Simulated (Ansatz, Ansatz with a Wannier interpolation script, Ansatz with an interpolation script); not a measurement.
An input for Ansatz 0.2.0 (SnO2 (Cassiterite)):

```yaml
crystal:
  lattice:
    - [4.64324, 0.0, 0.0]
    - [0.0, 4.64324, 0.0]
    - [0.0, 0.0, 3.2357694037]
  atoms:
    - { symbol: Sn, position: [0.0, 0.0, 0.0] }
    - { symbol: Sn, position: [0.5, 0.5, 0.5] }
    - { symbol: O, position: [0.3065849419, 0.3065849419, 0.0] }
    - { symbol: O, position: [0.1934150581, 0.8065849419, 0.5] }
    - { symbol: O, position: [0.6934150581, 0.6934150581, 0.0] }
    - { symbol: O, position: [0.8065849419, 0.1934150581, 0.5] }
kpoints:
  mp_grid: { grid: [4, 4, 6] }
hamiltonian:
  xc: lda
scf:
  occupations: { method: fixed }
gw:
  n_empty_bands: 320
  ecut_chi: 160.0
  qp_bands: [v12, c2]
  screening: { model: contour_deformation }
```

```sh
ansatz run input.yaml --threads 16 --pin off --max-ram 64512MiB --backend cuda --events-out ev --progress --plain --runs-dir out --devices 1 --max-vram 78GiB
```

Question: How long will it take on 1 × NVIDIA GB200 (shared by 2 runs) with 16 threads of Arm Neoverse V2, shared host, and how much memory?

It took 16 s; on shared hardware allow 7.8 s to 31 s. Peak host memory was 1.6 GiB. The sizes that set the cost: 1379 plane waves a state, 24 irreducible k points, 346 bands summed, 323 plane waves in the screening and 6 SCF cycles.

The screening grows as filled bands × empty bands × pairs of k points, times the square of the screening basis for the matrix.

[Paths, hosts, dates, memory and timing lines, banners, echoed tables and standing remarks are left out of the program output.]

[Logs are printed without paths, hosts, clocks, repeated set-up lines and the standing remarks that a program may print on its own settings, such as how far it seeks lower states.]

[Runs of the session that timed out or met a known fault of the program may be left out.]

[Hosts, paths, dates, database ids (printed as entryN), source tags and the programs' standing remarks are cut or masked in the printed files.]
